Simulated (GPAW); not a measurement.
Computed results, one entry a study.

**Quasiparticle gap of BaTiO3 (P4mm) in GPAW**

Symmetry: P4mm, No. 99, tetragonal system. The conventional cell has a = 4.000 Å, b = 4.000 Å, c = 4.018 Å, α = 90.00°, β = 90.00°, γ = 90.00°. Nearest to Ba lie 12 O at 2.79 to 2.88 Å. Nearest to Ti lie 6 O at 1.89 to 2.13 Å. O has 2 Ti at 1.89 to 2.13 Å and 4 Ba at 2.83 Å nearest. Nearest to O lie 2 Ti at 2.00 Å and 4 Ba at 2.79 to 2.88 Å. Farther neighbours and most contacts between anions are not listed.

```
method               : DFT, PBE, plane waves, PAW (and 1 further level or step)
program              : GPAW 26.7.0
settings of one run  : cutoff 600 eV, GPAW PAW setups 1.2.1 data release, 4×4×4 k-mesh, nbands 278
cost                 : 4 runs, 9.8 min in all on 4 MPI ranks of Arm Neoverse N1, shared host (the runs of this entry)
notes                : The database entry behind the starting cell differs from later determinations by our own check (c/a about 0.6 % short). The cell and positions come from the Crystallography Open Database and are kept as given unless a step says otherwise. Limits: no spin-orbit coupling. Bands and cutoff are finite, so the gap is not at the basis limit. The miss can reach some tenths of an eV and take either sign; the mesh is an error of its own. The 4×4×4 mesh is coarse for this cell, which bears on the long-range parts of exchange and screening.
PBE gap              : 1.81 eV, indirect
G0W0 gap on the mesh : 3.58 eV
GW settings          : 4×4×4 mesh, 268 bands, screening to 150 eV, Godby-Needs plasmon pole
known limits         : not at the basis limit; no spin-orbit coupling; coarse k mesh
```

G0W0 moves the gap on the mesh from 1.81 eV to 3.58 eV (+1.76 eV), with Z of 0.75 and 0.77 at the edges. Only 2 of the mesh's irreducible points were corrected, so a valley elsewhere could overtake.

[Paths, hosts, dates, memory and timing lines, banners, echoed tables and standing remarks are left out of the program output.]

[Logs are printed without paths, hosts, clocks, repeated set-up lines and the standing remarks that a program may print on its own settings, such as how far it seeks lower states.]

[Runs of the session that timed out or met a known fault of the program may be left out.]

[Hosts, paths, dates, database ids (printed as entryN), source tags and the programs' standing remarks are cut or masked in the printed files.]
